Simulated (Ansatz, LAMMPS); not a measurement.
## Convergence of a linear-scaling basis for liquid (Cs,Na,Li)Cl at 1200 K (74 atoms)

Aim: test how closely localised support functions follow the reference on liquid (Cs,Na,Li)Cl at 1200 K (74 atoms), and at what cost. A setting counts as converged where the r.m.s. difference of forces stays under 1 % of the r.m.s. force.

Main program and level: Ansatz 0.2.0; Kohn-Sham DFT, PBE, PAW (set soft_2), plane waves.

### Step 1. The system as given

The cell holds 74 atoms: 16 Cs, 5 Na, 16 Li and 37 Cl. Its edges and angles: a = 13.948 Å, b = 13.948 Å, c = 13.948 Å, α = 90.0°, β = 90.0°, γ = 90.0°. 74 atoms (16 Cs, 5 Na, 16 Li, 37 Cl) placed at random at 2.24 g/cm³, melted at 1800 K for 10 ps at fixed volume with the Lennard-Jones and Coulomb ion parameters for SPC/E (Joung and Cheatham, J. Phys. Chem. B 112, 9020 (2008)), full charges. Snapshot at the end of a hold of 20 ps at 1200 K and fixed volume.

Before any run, some limits are plain. The starting topology of bonds comes from the classical model, and needn't be the one that DFT or experiment would give. The ion parameters were fitted for water, not for melts, so the starting structure of this cell may lie well off the real melt's. Sampling is at Γ alone, for a cell whose shortest periodic width is 14 Å. Spin–orbit coupling is left out, which matters for the levels of the heavy elements.

### Step 2. The classical run that made the cell

A classical potential makes the cell, at a small fraction of what the same run would cost in DFT.

This step: classical MD, Lennard-Jones and Coulomb ion parameters for SPC/E (Joung and Cheatham, J. Phys. Chem. B 112, 9020 (2008)), full charges (LAMMPS 22 Jul 2025 - Update 4).

Contents of in.lmp:

```
# melt-quench of Cs16Na5Li16Cl37
units metal
atom_style charge
boundary p p p
region box block 0 13.9485 0 13.9485 0 13.9485
create_box 4 box
mass 1 132.9055   # Cs
mass 2 22.9898   # Na
mass 3 6.9400   # Li
mass 4 35.4500   # Cl
create_atoms 1 random 16 406691 NULL overlap 2.2 maxtry 2000
create_atoms 2 random 5 406698 NULL overlap 2.2 maxtry 2000
create_atoms 3 random 16 406705 NULL overlap 2.2 maxtry 2000
create_atoms 4 random 37 406712 NULL overlap 2.2 maxtry 2000
pair_style lj/cut/coul/long 9.0
pair_modify mix arithmetic tail yes
pair_coeff 1 1 0.003897 3.6010   # Cs
pair_coeff 2 2 0.015292 2.1595   # Na
pair_coeff 3 3 0.014602 1.4094   # Li
pair_coeff 4 4 0.000554 4.8305   # Cl
set type 1 charge 1
set type 2 charge 1
set type 3 charge 1
set type 4 charge -1
kspace_style pppm 1.0e-4
neigh_modify delay 0 every 1 check yes
thermo_style custom step time temp pe press density
thermo_modify norm yes
timestep 0.002
thermo 100
min_style cg
minimize 1e-4 1e-4 200 2000
reset_timestep 0
velocity all create 1800 406692 mom yes dist gaussian
# [... 14 lines left out ...]
compute msd all msd com yes
thermo 2500
fix md all nvt temp 1200 1200 0.2
run 10000 post no
print "== T1200: mean square displacement over the hold $(c_msd[4]:%.2f) A^2"
unfix md
uncompute msd
write_dump all custom T1200.dump id type xs ys zs modify sort id
```

Launch:

```sh
> lmp -in in.lmp -log none -nocite
```

The program printed:

```text
LAMMPS (22 Jul 2025 - Update 4)
Created orthogonal box = (0 0 0) to (13.9485 13.9485 13.9485)
Created 16 atoms
Created 5 atoms
Created 16 atoms
Created 37 atoms
PPPM initialization ...
  G vector (1/distance) = 0.31344214
  grid = 10 10 10
  estimated relative force accuracy = 5.4466957e-05
   Step          Time           Temp          PotEng         Press         Density
         0   0              0              2.0537428      582836.52      2.2420075
       100   0.2            0             -3.8745508     -3967.5401      2.2420075
       106   0.212          0             -3.8809236     -4514.052       2.2420075
[... 21 lines left out ...]
Loop time of 0.814449 s on 1 MPI rank(s) for 5000 steps with 74 atoms
   Step          Time           Temp          PotEng         Press         Density
[... 5 lines left out ...]
Loop time of 0.402116 s on 1 MPI rank(s) for 2500 steps with 74 atoms
   Step          Time           Temp          PotEng         Press         Density
[... 2 lines left out ...]
     12500   25             1045.6084     -3.7446884      3506.3314      2.2420075
     15000   30             1193.2375     -3.7401532      4625.6879      2.2420075
     17500   35             1230.3747     -3.7209684      99.35438       2.2420075
     18500   37             1176.9233     -3.7141121      3762.1896      2.2420075
Loop time of 1.58157 s on 1 MPI rank(s) for 10000 steps with 74 atoms
== T1200: mean square displacement over the hold 43.99 A^2
```

Elapsed: 3.1 s, on 1 thread of Arm Neoverse V2, shared host; peak memory 0.07 GiB.

### Step 3. Plane-wave single point

The first run fixes the reference, at a cutoff of 420 eV.

Contents of input.yaml:

```yaml
crystal:
  lattice:
    - [13.9485, 0.0, 0.0]
    - [0.0, 13.9485, 0.0]
    - [0.0, 0.0, 13.9485]
  atoms:
    - { symbol: Cs, position: [0.40211, 0.80443, 0.51505] }
    - { symbol: Cs, position: [0.9545, 0.86009, 0.29762] }
    - { symbol: Cs, position: [0.75268, 0.47197, 0.07372] }
    - { symbol: Cs, position: [0.93186, 0.30691, 0.96198] }
    - { symbol: Cs, position: [0.86106, 0.80676, 0.95258] }
    - { symbol: Cs, position: [0.72742, 0.06043, 0.8477] }
    - { symbol: Cs, position: [0.59029, 0.58806, 0.42736] }
    - { symbol: Cs, position: [0.38753, 0.18932, 0.03767] }
    - { symbol: Cs, position: [0.40547, 0.83059, 0.18777] }
    - { symbol: Cs, position: [0.32998, 0.59621, 0.65907] }
    - { symbol: Cs, position: [0.08277, 0.54465, 0.93481] }
    - { symbol: Cs, position: [0.2003, 0.15417, 0.74201] }
    - { symbol: Cs, position: [0.01447, 0.43973, 0.5303] }
    - { symbol: Cs, position: [0.06716, 0.91985, 0.57781] }
    - { symbol: Cs, position: [0.54849, 0.18, 0.61277] }
    - { symbol: Cs, position: [0.64844, 0.2356, 0.25287] }
    - { symbol: Na, position: [0.6772, 0.44408, 0.57731] }
    - { symbol: Na, position: [0.39323, 0.55056, 0.18168] }
    - { symbol: Na, position: [0.19429, 0.14882, 0.29626] }
    - { symbol: Na, position: [0.88151, 0.043, 0.12984] }
    - { symbol: Na, position: [0.54822, 0.27905, 0.86619] }
    - { symbol: Li, position: [0.86949, 0.17084, 0.47857] }
    - { symbol: Li, position: [0.66465, 0.68465, 0.19554] }
    - { symbol: Li, position: [0.86167, 0.41624, 0.78731] }
    - { symbol: Li, position: [0.64645, 0.96493, 0.25555] }
    - { symbol: Li, position: [0.07201, 0.65032, 0.20559] }
    - { symbol: Li, position: [0.90109, 0.43974, 0.31203] }
    - { symbol: Li, position: [0.19088, 0.8013, 0.8514] }
    - { symbol: Li, position: [0.63643, 0.73251, 0.72546] }
    - { symbol: Li, position: [0.36537, 0.37461, 0.44498] }
    - { symbol: Li, position: [0.12334, 0.42023, 0.2007] }
    - { symbol: Li, position: [0.09405, 0.00432, 0.0251] }
    - { symbol: Li, position: [0.73526, 0.93834, 0.58128] }
    - { symbol: Li, position: [0.51514, 0.69807, 0.90292] }
    - { symbol: Li, position: [0.18047, 0.67408, 0.4047] }
    - { symbol: Li, position: [0.37398, 0.9308, 0.87802] }
    - { symbol: Li, position: [0.92887, 0.66166, 0.68564] }
    - { symbol: Cl, position: [0.03133, 0.35857, 0.78172] }
    - { symbol: Cl, position: [0.57669, 0.9044, 0.61437] }
    - { symbol: Cl, position: [0.1941, 0.83296, 0.36774] }
    - { symbol: Cl, position: [0.21622, 0.56486, 0.16294] }
    - { symbol: Cl, position: [0.3254, 0.33831, 0.59893] }
    - { symbol: Cl, position: [0.74401, 0.2144, 0.99997] }
    - { symbol: Cl, position: [0.76725, 0.06357, 0.31364] }
    - { symbol: Cl, position: [0.04488, 0.76102, 0.08779] }
    - { symbol: Cl, position: [0.29923, 0.98593, 0.02539] }
    - { symbol: Cl, position: [0.27173, 0.91764, 0.73205] }
    - { symbol: Cl, position: [0.93316, 0.02309, 0.94617] }
    - { symbol: Cl, position: [0.69112, 0.33187, 0.73496] }
    - { symbol: Cl, position: [0.8363, 0.80355, 0.67297] }
    - { symbol: Cl, position: [0.96287, 0.41044, 0.15738] }
    - { symbol: Cl, position: [0.50858, 0.41011, 0.01209] }
    - { symbol: Cl, position: [0.01221, 0.58839, 0.35989] }
    - { symbol: Cl, position: [0.36006, 0.5575, 0.40025] }
    - { symbol: Cl, position: [0.75731, 0.5507, 0.28112] }
    - { symbol: Cl, position: [0.64912, 0.80907, 0.86828] }
    - { symbol: Cl, position: [0.83546, 0.53824, 0.62627] }
    - { symbol: Cl, position: [0.55404, 0.59102, 0.66101] }
    - { symbol: Cl, position: [0.05646, 0.70749, 0.79838] }
    - { symbol: Cl, position: [0.43424, 0.10766, 0.82964] }
    - { symbol: Cl, position: [0.32835, 0.69824, 0.85069] }
    - { symbol: Cl, position: [0.18365, 0.6998, 0.56784] }
    - { symbol: Cl, position: [0.50636, 0.65538, 0.06333] }
    - { symbol: Cl, position: [0.75876, 0.1196, 0.60433] }
    - { symbol: Cl, position: [0.75035, 0.85795, 0.13126] }
    - { symbol: Cl, position: [0.52915, 0.3675, 0.40866] }
    - { symbol: Cl, position: [0.84376, 0.32933, 0.42922] }
    - { symbol: Cl, position: [0.85532, 0.54497, 0.90631] }
    - { symbol: Cl, position: [0.03194, 0.10213, 0.46226] }
    - { symbol: Cl, position: [0.49901, 0.0574, 0.23475] }
    - { symbol: Cl, position: [0.2037, 0.32478, 0.08146] }
    - { symbol: Cl, position: [0.04329, 0.05012, 0.19277] }
    - { symbol: Cl, position: [0.20694, 0.34136, 0.35684] }
    - { symbol: Cl, position: [0.58793, 0.8018, 0.3319] }
kpoints:
  mp_grid: { grid: [1, 1, 1] }
hamiltonian:
  xc: pbe
scf:
  occupations: { method: gaussian, width: 0.05 }
output:
  forces: true
  stress: true
  populations: true
  dos:
    method: { smearing: { sigma: 0.1 } }
    de: 0.1
    projected: { site_lists: { Cl: [Cl], Cs: [Cs], Li: [Li], Na: [Na] } }
  eigenvalues: true
  write_density: true
  write_potential: true
  volumetric_format: npy
  elf: true
```

Launch:

```sh
> ansatz run input.yaml --threads 4 --pin off --max-ram 8192MiB --backend cpu --events-out ev --progress --plain --runs-dir out
```

The program printed:

```text
Engine: ansatz 0.2.0, aarch64-unknown-linux-gnu
Pseudopotentials: kind: paw
Pseudopotential: Cs, paw, valence charge 9, recommended cutoff 420 eV (normal), Cs.paw.azcp
Pseudopotential: Na, paw, valence charge 9, recommended cutoff 420 eV (normal), Na.paw.azcp
Pseudopotential: Li, paw, valence charge 3, recommended cutoff 420 eV (normal), Li.paw.azcp
Pseudopotential: Cl, paw, valence charge 7, recommended cutoff 420 eV (normal), Cl.paw.azcp
[... 5 lines on functional and potentials left out ...]
Crystal: 74 atoms, lattice volume = 2713.829 Å³
Basis set: ecut = 420 eV, 52923 PW (Γ), exchange–correlation on 192×192×192 points (8 copies of the dense FFT grid, shifted against one another)
Bands: 322, of which v1, the nominal top of the filled ones, is band 248 counted from 1 (247 counted from 0)
Symmetry: 1 space group operations
Space group: P1 (ITA 1), of the structure as read, at distance tolerance 1.4e-4 Å
k-points: 1
[... 9 lines on functional and potentials left out ...]
Initial density: superposition of atomic densities (neutral atoms: chi_scale 0, normalization atom), corrected by the library's trained network
Initial wavefunctions: pseudopotential atomic-orbital guess
Functional: x = pbe(κ = 0.804, μ = 0.219515), c = pbe(β = 0.066725)
SCF iter   1: F=—  HF=-141505.901793 eV  |F-HF|=—  |Δ(HF+E_count)|=         —  Δρ=8.54e-4  dr2=7.85e-2  ethr=1.77e-3  ⟨swp⟩=8.0  Hψ=1419  notcnv=0  defer=54
preconditioner: auto → Resta (q_TF=auto, 2.055 Å⁻¹)  ε∞=2.7  [insulator: Δε(μ)=3.263 eV  Ē_g=10.870 eV  σ=0.050 eV  W_gap=1.00  n_scr=388 (ndim 8)  ℏωp=14.1 eV  f_vac=0.203  D(μ)=0.00/eV (n_scr^D=0)  ε∞_Penn≈2.7]
SCF iter   2: F=—  HF=-141505.846577 eV  |F-HF|=—  |Δ(HF+E_count)|=   5.52e-2  Δρ=4.04e-4  dr2=2.05e-2  ethr=1.58e-5  ⟨swp⟩=2.0  Hψ=602  notcnv=0  defer=64
SCF iter   3: F=—  HF=-141505.843562 eV  |F-HF|=—  |Δ(HF+E_count)|=   3.02e-3  Δρ=1.83e-4  dr2=2.88e-3  ethr=4.13e-6  ⟨swp⟩=2.0  Hψ=423  notcnv=0  defer=64
SCF iter   4: F=—  HF=-141505.843460 eV  |F-HF|=—  |Δ(HF+E_count)|=   1.02e-4  Δρ=6.91e-5  dr2=2.75e-4  ethr=5.80e-7  ⟨swp⟩=2.0  Hψ=505  notcnv=0  defer=64
SCF iter   5: F=—  HF=-141505.843530 eV  |F-HF|=—  |Δ(HF+E_count)|=   6.94e-5  Δρ=2.37e-5  dr2=2.22e-5  ethr=5.55e-8  ⟨swp⟩=2.0  Hψ=503  notcnv=0  defer=64
SCF iter   6: F=—  HF=-141505.845169 eV  |F-HF|=—  |Δ(HF+E_count)|=   1.64e-3  Δρ=7.19e-6  dr2=1.85e-6  ethr=4.47e-9  ⟨swp⟩=2.0  Hψ=570  notcnv=0  defer=66
SCF iter   7: F=—  HF=-141505.845169 eV  |F-HF|=—  |Δ(HF+E_count)|=   7.54e-7  Δρ=1.95e-6  dr2=2.02e-7  ethr=3.72e-10  ⟨swp⟩=2.0  Hψ=504  notcnv=0  defer=66
SCF iter   8: F=-141505.845169 eV  HF=-141505.845169 eV  |F-HF|=8.93e-9  |Δ(HF+E_count)|=   4.22e-8  Δρ=6.81e-7  dr2=1.96e-8  ethr=2.02e-11  ⟨swp⟩=21.0  Hψ=2847  notcnv=0
SCF 1 converged in 8 iterations: F = -141505.845169 eV  dr2 = 1.96e-8
  greatest PAW one-centre occupation: 1.000 electrons in one spin orbital (limit 2), on the Li atom at site 34 (counted from 0), in its partial waves of l = 0
WARN: The input density's exchange-correlation potential varies sharply where the density is thin. Do not read a vacuum level from v_tot or v_xc, or from such a field of the output density. On a cell that repeats whose density bears no net charge and no dipole along the vacuum's axis use v_es (v_loc + v_h of the components); [...]
SCF converged after 8 iterations
Free energy (F): -141505.845169 eV
Harris-Foulkes:  -141505.845169 eV  (|F-HF|=8.93e-9)
Internal energy: -141505.845169 eV  (E = F + TS)
E sigma→0 (E₀):  -141505.845169 eV
Fermi energy:    2.322375 eV
--- Per-component energies (eV) ---
  E_band       = -4913.431017
  E_kinetic    = 9212.119842
  E_local      = -28806.337773  (includes V_loc(G=0)·N_el)
  E_nonlocal   = 1578.536006
  E_hartree    = 10382.082452
  E_xc         = -7144.634193
  E_vxc        = -7041.135838  (∫ρ·V_xc dr)
  E_paw        = -107115.158938  (= ΣΔE_a)
  E_vpaw       = -620.781545  (= ΣTr[D̂ρ^β])
  E_aug_tail   = 0.003374  (compensation charges beyond the density's cutoff)
  E_ewald      = -19612.455940
  E_smearing   = -0.000000  (= −TS)
  E_closure    = 0.000000  (closes the sum)
  Σ components = -141505.845169   (vs F -141505.845169, Δ=0.00e0)
--- Forces (eV/Å), atoms counted from 1 ---
  atom   1  Cs    -0.26862477     0.14180308    -0.25433246
  atom   2  Cs    -0.09801978    -0.11981138     0.16298615
  atom   3  Cs    -1.14285284    -0.52100488     0.13472860
  atom   4  Cs     0.69443386    -0.61084111     0.63012648
  atom   5  Cs     0.44319753    -0.77483628    -0.79174333
  atom   6  Cs    -0.31933425    -0.50255131    -0.63409671
  atom   7  Cs    -0.14395150     0.32477866     0.11345251
  atom   8  Cs     0.14221721     0.66404182     0.66908107
  atom   9  Cs    -0.45487352     0.28202263    -0.01779695
  atom  10  Cs     0.53435480    -1.78177592     0.33702772
  atom  11  Cs     0.77677055    -0.50625574     0.73663662
  atom  12  Cs     0.13499673     0.41783406    -0.17388053
  atom  13  Cs     1.01883051    -0.41857899     0.40077207
  atom  14  Cs     0.13292885    -0.73001177     0.37957363
[...]
atom  73  Cl    -0.04927711    -0.31091646    -0.22990880
  atom  74  Cl     0.24077516    -0.05804268    -0.32066384
  max |Σ_I F_I| component: 5.00e-5 eV/Å
--- Stress (GPa, compression-positive) ---
        0.088957      -0.197603      -0.043544
       -0.197604       0.063208      -0.175621
       -0.043544      -0.175621       0.742030
  P = ⅓ Tr σ = 0.2981 GPa (2.981 kbar)
--- Band table (eV) ---
  k-point 0: bands = ["-50.5679", "-50.4440", "-50.2818", "-50.1388", [... 306 levels ...], "7.3809", "7.4010", "7.4279", "7.4536", "7.5022", "7.5171", "7.5544", "7.5566", "7.6101", "7.6154", "7.6755", "7.6863"]
--- Löwdin populations: 74 sites ---
  site symbol       q [e]
     0     Cs      8.1547
     1     Cs      8.1561
     2     Cs      8.1527
[...]
73     Cl      7.7002
  spilling = 0.005165 (of n_electrons = 496.000000)
```

Wall time 27 s (4 threads of Arm Neoverse V2, shared host); peak memory 2.8 GiB.

The program notes that the exchange-correlation potential is rough where the density is thin.

Read from the output:

| Property | Result |
| --- | --- |
| free energy | -141505.8452 eV |
| free energy per atom | -1912.2412 eV/atom |
| SCF cycles | 8 |
| pressure | 0.2981 GPa |
| r.m.s. force component | 0.4573 eV/Å |
| longest force | 1.89 eV/Å |
| Fermi energy | 2.322 eV |
| gap (highest filled to lowest empty level) | 3.375 eV |
| spilling of the projection | 0.005165 |

The r.m.s. force component of 0.46 eV/Å and the pressure of 0.30 GPa set the scale for the differences below.

### Step 4. Support functions low

With localised support functions most steps grow linearly with size, though the diagonalisation grows faster unless the density matrix is cut; this run measures error and cost at this size.

This step: Kohn-Sham DFT, PBE, PAW (set soft_2), localised support functions (low) (Ansatz 0.2.0).

input.yaml, the sections that differ from step 3:

```yaml
scf:
  occupations: { method: gaussian, width: 0.05 }
  eigensolver: { kind: { support_functions: { accuracy: low } } }
  max_iter: 150
output:
  forces: true
  eigenvalues: true
# crystal, kpoints, hamiltonian: as in step 3
```

The program printed:

```text
Warning: scf.eigensolver.kind.support_functions: disabling space-group detection — the functions' gradient is summed over unrotated k-points, so no spatial operation reduces the k-mesh or symmetrises the density; time reversal is kept, so that k and −k are solved as one point where they differ and the mesh holds both, and exact exchange and, on two spinor components, a DFT+U term hold to it where the run has them: [...]
settings of this run that can trade accuracy for cost: scf.eigensolver.kind.support_functions; scf.eigensolver.kind.support_functions.accuracy: low [...]
[...]
Crystal: 74 atoms, lattice volume = 2713.829 Å³
Basis set: ecut = 420 eV, 52923 PW (Γ), exchange–correlation on 192×192×192 points (8 copies of the dense FFT grid, shifted against one another)
Bands: 298, of which v1, the nominal top of the filled ones, is band 248 counted from 1 (247 counted from 0)
Symmetry: 1 space group operations
k-points: 1
[...]
SCF iter   1: F=—  HF=-141514.552495 eV  |F-HF|=—  |Δ(HF+E_count)|=         —  Δρ=2.86e-2  dr2=4.38e1  ethr=1.00e-1
[...]
SCF iter  10: F=—  HF=-141505.855490 eV  |F-HF|=—  |Δ(HF+E_count)|=   9.48e-4  Δρ=2.60e-5  dr2=4.37e-5  ethr=4.16e-8  κ⁻¹=2.5e-6(r=7)
SCF iter  11: F=-141505.856164 eV  HF=-141505.856167 eV  |F-HF|=3.12e-6  |Δ(HF+E_count)|=   6.77e-4  Δρ=1.22e-5  dr2=7.96e-6  ethr=8.82e-9
SCF 1 converged in 11 iterations: F = -141505.863333 eV  dr2 = 7.96e-6
[...]
SCF converged after 11 iterations
Stability not checked: this state was not tested for a lower state beside it, because the mixer in use, unlike msr1, does not test its closes by its own steps (another_mixer; see scf.mixing.algorithm and scf.lower_state_search)
Free energy (F): -141505.863333 eV
[...]
Internal energy: -141505.863333 eV  (E = F + TS)
E sigma→0 (E₀):  -141505.863333 eV
Fermi energy:    2.322400 eV
[...]
Σ components = -141505.863333   (vs F -141505.863333, Δ=0.00e0)
--- Forces (eV/Å), atoms counted from 1 ---
  atom   1  Cs    -0.26863266     0.14164059    -0.25422081
  atom   2  Cs    -0.09801587    -0.11984440     0.16270187
  atom   3  Cs    -1.14257093    -0.52104441     0.13478598
  atom   4  Cs     0.69460197    -0.61060893     0.63024888
[...]
atom  74  Cl     0.24067026    -0.05805546    -0.32071929
  max |Σ_I F_I| component: 4.39e-3 eV/Å
--- Band table (eV) ---
[...]
```

Run time: 80 s. Hardware: 4 threads; peak memory 3.8 GiB.

The program notes that the band table was not solved further than the SCF left it and it switched symmetry off.

Keys that differ from the reference: support_functions.accuracy = "low" and scf.max_iter = 150.

Forces differ from the reference by 0.37 meV/Å r.m.s., 0.082 % of their size, well within a tolerance of 1 %; the energy by -0.25 meV/atom. It took roughly 3.0 times the reference's time (one timing each, with unlike analyses asked), in 11 cycles against 8.

[end of part 1 of 3]

[Long decimals in the printed logs are rounded to 6 places.]

[Logs are printed without paths, hosts, clocks, repeated set-up lines and the standing remarks that a program may print on its own settings, such as how far it seeks lower states.]

[Hosts, paths, dates, database ids (printed as entryN), source tags and the programs' standing remarks are cut or masked in the printed files.]
